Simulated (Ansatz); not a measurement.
An input for Ansatz 0.2.0 (CsPbBr3 (Pm-3m)):

```yaml
crystal:
  lattice:
    - [5.87, 0.0, 0.0]
    - [0.0, 5.87, 0.0]
    - [0.0, 0.0, 5.87]
  atoms:
    - { symbol: Cs, position: [0.0, 0.0, 0.0] }
    - { symbol: Pb, position: [0.5, 0.5, 0.5] }
    - { symbol: Br, position: [0.0, 0.5, 0.5] }
    - { symbol: Br, position: [0.5, 0.0, 0.5] }
    - { symbol: Br, position: [0.5, 0.5, 0.0] }
kpoints:
  mp_grid: { grid: [2, 2, 2] }
hamiltonian:
  xc: pbe
  pseudopotentials: { kind: paw, azcp: { folder: soft_1 } }
scf:
  occupations: { method: fixed }
gw:
  n_empty_bands: 1498
  ecut_chi: 220
  qp_bands: [v2, c2]
  qp_kpoints: band_edges
  screening: { model: contour_deformation }
```

```sh
ansatz run input.yaml --threads 2 --pin off --max-ram 92160MiB --backend cuda --events-out ev --progress --plain --runs-dir out --devices 1 --max-vram 13GiB
```

Question: How long will it take on 1 × NVIDIA H100 80GB HBM3 (shared by 6 runs) with 2 threads of AMD EPYC 7R13 (Zen 3), shared host, and how much memory?

It took 30 s; on shared hardware allow 15 s to 60 s. Peak host memory was 3.0 GiB. The sizes that set the cost: 3911 plane waves a state, 4 irreducible k points, 1520 bands summed, 1503 plane waves in the screening and 7 SCF cycles.

The screening grows as filled bands × empty bands × pairs of k points, times the square of the screening basis for the matrix.

[Paths, hosts, dates, memory and timing lines, banners, echoed tables and standing remarks are left out of the program output.]

[Logs are printed without paths, hosts, clocks, repeated set-up lines and the standing remarks that a program may print on its own settings, such as how far it seeks lower states.]

[Runs of the session that timed out or met a known fault of the program may be left out.]

[Cells called generated may have been cut or substituted from an entry of the Crystallography Open Database or the Materials Project.]

[Hosts, paths, dates, database ids (printed as entryN), source tags and the programs' standing remarks are cut or masked in the printed files.]
